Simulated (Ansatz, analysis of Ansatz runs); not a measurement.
# Hyperfine coupling of the neutral bond-centred H (muonium) in Ge (PBE), part 2 of 2

How near does this set-up come to the measured hyperfine coupling? Subject: neutral bond-centred H (muonium) in Ge. Set-up: PBE, 64-site cell, PBE lattice, 420 eV, k: the single point 1/4 1/4 1/4 then 2x2x2 shifted 0.5 0.5 0.5. The model is a cell of 64 host atoms with 1 H put in. The isotropic coupling follows from the spin density at the nucleus, the nuclear g-factor and the total spin. A local or semilocal functional is the cheapest first rung.

Ansatz 0.2.0; PBE, 64-site cell, PBE lattice, 420 eV, k: the single point 1/4 1/4 1/4 then 2x2x2 shifted 0.5 0.5 0.5.

So far: Set-up; Relaxation, charge 0.

## 2. Relaxation, charge 0 (continued)

Level of this step: plane-wave PAW DFT, PBE; relaxation of all atoms of a defect supercell (Ansatz).

Relaxation path:

| step | energy less that of the first step (eV) | largest force component (eV/Å) |
| --- | --- | --- |
| 1 | 0.0000 | 0.7417 |
| 2 | -0.3390 | 0.1365 |
| 3 | -0.3523 | 0.0393 |
| 4 | -0.3542 | 0.0232 |
| 5 | -0.3556 | 0.0099 |

The atoms that moved most (Å, from the sites as typed, ahead of the random displacement, the mean shift of all atoms taken out):

| atom | dx | dy | dz | length |
| --- | --- | --- | --- | --- |
| H65 | 0.116 | -0.190 | 0.076 | 0.236 |
| Ge6 | -0.064 | 0.030 | -0.063 | 0.095 |
| Ge27 | -0.030 | 0.065 | 0.061 | 0.094 |
| Ge49 | 0.061 | 0.065 | -0.030 | 0.094 |
| Ge5 | -0.063 | -0.059 | 0.028 | 0.091 |
| Ge7 | 0.028 | -0.059 | -0.062 | 0.090 |
| Ge42 | 0.059 | -0.028 | 0.060 | 0.089 |
| Ge2 | -0.040 | -0.019 | -0.039 | 0.059 |

Neighbours of H65 at the end:

| atom | distance (Å) |
| --- | --- |
| Ge4 | 1.690 |
| Ge8 | 1.690 |
| Ge6 | 3.220 |
| Ge27 | 3.223 |
| Ge49 | 3.227 |
| Ge5 | 3.235 |
| Ge7 | 3.238 |
| Ge42 | 3.241 |

This step gave:

```yaml
free_energy: -274893.2484 eV
total_moment: 1 μB
integral_of_the_absolute_spin_density: 1.141 μB
spin_contamination: 6.35e-4
```

The relaxation ends 5.5 meV an atom lower than the displaced start, with a largest force component of 0.0099 eV/Å.

## 3. Contact spin densities

The relaxed structure is kept, and the final numbers are taken at the final level and k-points.

This step: plane-wave PAW DFT, PBE; single point of a defect supercell.

File point/input.yaml:

```yaml
crystal:
  lattice:
    - [11.52078873, 0.0, 0.0]
    - [0.0, 11.52078873, 0.0]
    - [0.0, 0.0, 11.52078873]
  atoms:
    - { symbol: Ge, position: [-0.00340883, -0.002845227, 0.247939761] }
    - { symbol: Ge, position: [-0.003587688, 0.248492028, -0.003515812] }
[... 1 atom line left out ...]
    - { symbol: Ge, position: [0.22763535, 0.228141814, 0.227684948] }
    - { symbol: Ge, position: [0.119360918, 0.119982702, 0.377346579] }
    - { symbol: Ge, position: [0.119295654, 0.377690917, 0.119401572] }
    - { symbol: Ge, position: [0.377344775, 0.119992116, 0.11950576] }
    - { symbol: Ge, position: [0.396982927, 0.397529049, 0.397040019] }
[... 8 atom lines left out ...]
    - { symbol: Ge, position: [-0.001408302, 0.500124837, 0.250160329] }
[... 3 atom lines left out ...]
    - { symbol: Ge, position: [0.12488951, 0.626434805, 0.374371016] }
[... 1 atom line left out ...]
    - { symbol: Ge, position: [0.374250321, 0.626346319, 0.124919964] }
[... 3 atom lines left out ...]
    - { symbol: Ge, position: [0.247293812, 0.505772391, 0.505200801] }
[... 14 atom lines left out ...]
    - { symbol: Ge, position: [0.505021923, 0.247652439, 0.505084104] }
[... 6 atom lines left out ...]
    - { symbol: Ge, position: [0.50516029, 0.505751073, 0.247328306] }
[... 15 atom lines left out ...]
    - { symbol: H, position: [0.311535155, 0.313967008, 0.311983371] }
basis:
  ecutwfc: 420
  xc_grid: 2
hamiltonian:
  xc: pbe
kpoints:
  mp_grid: { grid: [2, 2, 2], shift: [0.5, 0.5, 0.5] }
magnetization:
  spin_polarized: true
  initial_magnetization: 1
  spin_locking: { lock_magnetization: hard }
scf:
  occupations: { method: fermi_dirac, width: 0.01 }
  max_iter: 120
output:
  forces: true
  efg: {}
  eigenvalues: true
checkpoint:
  read: "../relax.run"
```

Run with:

```bash
> ansatz run input.yaml --threads 4 --pin off --max-ram 14131MiB --backend cpu --events-out ev --progress --plain --runs-dir out
```

Numbers of over 12 decimals in the logs are rounded to 6 here.

The log of the run:

```text
[...]
Crystal: 65 atoms, lattice volume = 1529.138 Å³
Basis set: ecut = 420 eV, 29855 PW (Γ), exchange–correlation on 160×160×160 points (8 copies of the dense FFT grid, shifted against one another)
Bands: 539, of which v1, the nominal top of the filled ones, is band 449 counted from 1 (448 counted from 0)
Symmetry: 1 space group operations
[...]
k-points: 4 of 8 (time reversal used)
[...]
Stability of the state it starts from, as read at its close in the collinear treatment: not read negative (Ritz values of 1 − χ₀K, real part plus size of imaginary part, from 1.0 to 1.1, by its mixing steps under no symmetry); [...]
Starting moments: Σ|m| = 1 μB on 65 of 65 sites; this step starts from the density that it was given
[...]
atom   7  Ge V_zz =    +2.188911   η = 0.1724   by run symmetry: allowed
[...]
atom   8  Ge V_zz =   +16.119217   η = 0.0024   by run symmetry: allowed
[...]
atom  21  Ge V_zz =    +0.936421   η = 0.9741   by run symmetry: allowed
[...]
atom  27  Ge V_zz =    +2.162930   η = 0.1859   by run symmetry: allowed
[...]
atom  42  Ge V_zz =    +2.195111   η = 0.1623   by run symmetry: allowed
[...]
atom  49  Ge V_zz =    +2.179252   η = 0.1864   by run symmetry: allowed
[...]
atom  65  H  V_zz =    +1.554720   η = 0.0007   by run symmetry: allowed
[...]
--- Band table (eV; the first three rows and the last of 8) ---
[...]
[... further k-points left out ...]
[key lines of the parts left out:]
SCF converged after 9 iterations
Magnetization: 1.0000 μB (449.0000 up, 448.0000 down)
Free energy (F): -274893.293493 eV
Fermi energy:    7.971509 (↑ 8.229749, ↓ 7.762665) eV
```

Wall time 4.8 min (4 threads of Intel Xeon Platinum 8259CL at 2.50GHz (Skylake/Cascade Lake), shared host); peak memory 9.2 GiB; 19 min of CPU time.

The column dr2 measures how far the density is from self-consistency, as an energy; F and HF (Harris–Foulkes) agree once it is small.

Read from the output:

- free energy: -274893.2935 eV
- total moment: 1.0000 μB
- integral of the absolute spin density: 1.012 μB
- spin contamination: 1.56e-4

The atoms' spheres hold 0.46 of the 1 μB, none over 0.01 μB.

Contact couplings A = (2/3) μ0 ge μB gN μN ρs / (2S h), for each element's most abundant magnetic isotope:

| atom | isotope | distance from the centre (Å) | contact spin density (e/Å³) | A (MHz) |
| --- | --- | --- | --- | --- |
| Ge4 | 73Ge | 1.71 | 1.40 | -32.6 |
| Ge8 | 73Ge | 1.71 | 1.40 | -32.5 |
| Ge32 | 73Ge | 7.27 | 1.12 | -26.1 |
| Ge44 | 73Ge | 7.34 | 1.12 | -26.1 |
| Ge28 | 73Ge | 7.08 | 1.12 | -26.1 |
| Ge56 | 73Ge | 7.24 | 1.12 | -26.1 |
| Ge52 | 73Ge | 7.11 | 1.12 | -26.0 |
| Ge48 | 73Ge | 7.01 | 1.12 | -26.0 |
| Ge46 | 73Ge | 5.31 | 1.09 | -25.2 |
| Ge3 | 73Ge | 5.27 | 1.09 | -25.2 |

## 4. Outcome

| Quantity | Value |
| --- | --- |
| 1H (muon value / 3.1833) | -5.6 MHz |
| integral of the absolute spin density | 1.01 μB |
| time of the whole chain | 9.9 min on 4 threads |

What this shows: 1H (muon value / 3.1833): computed -5.6 MHz, measured -30.31 MHz (muon value divided by the ratio of moments 3.1833; muon (Mu, light H isotope)); 24.7 MHz (81 %) smaller in size than the measurement. The spin is not held on one site here (at most 0.01 μB on an atom), so the state computed is not the localised centre that was measured. Only the isotropic (Fermi contact) part is computed, with core polarisation; no vibrational averaging.

[Logs are printed without paths, hosts, clocks, repeated set-up lines and the standing remarks that a program may print on its own settings, such as how far it seeks lower states.]

[Hosts, paths, dates, database ids (printed as entryN), source tags and the programs' standing remarks are cut or masked in the printed files.]

[For some hosts the program warned that the k-mesh of the response run may be too coarse for force constants and the static dielectric constant; such warnings are not shown here.]
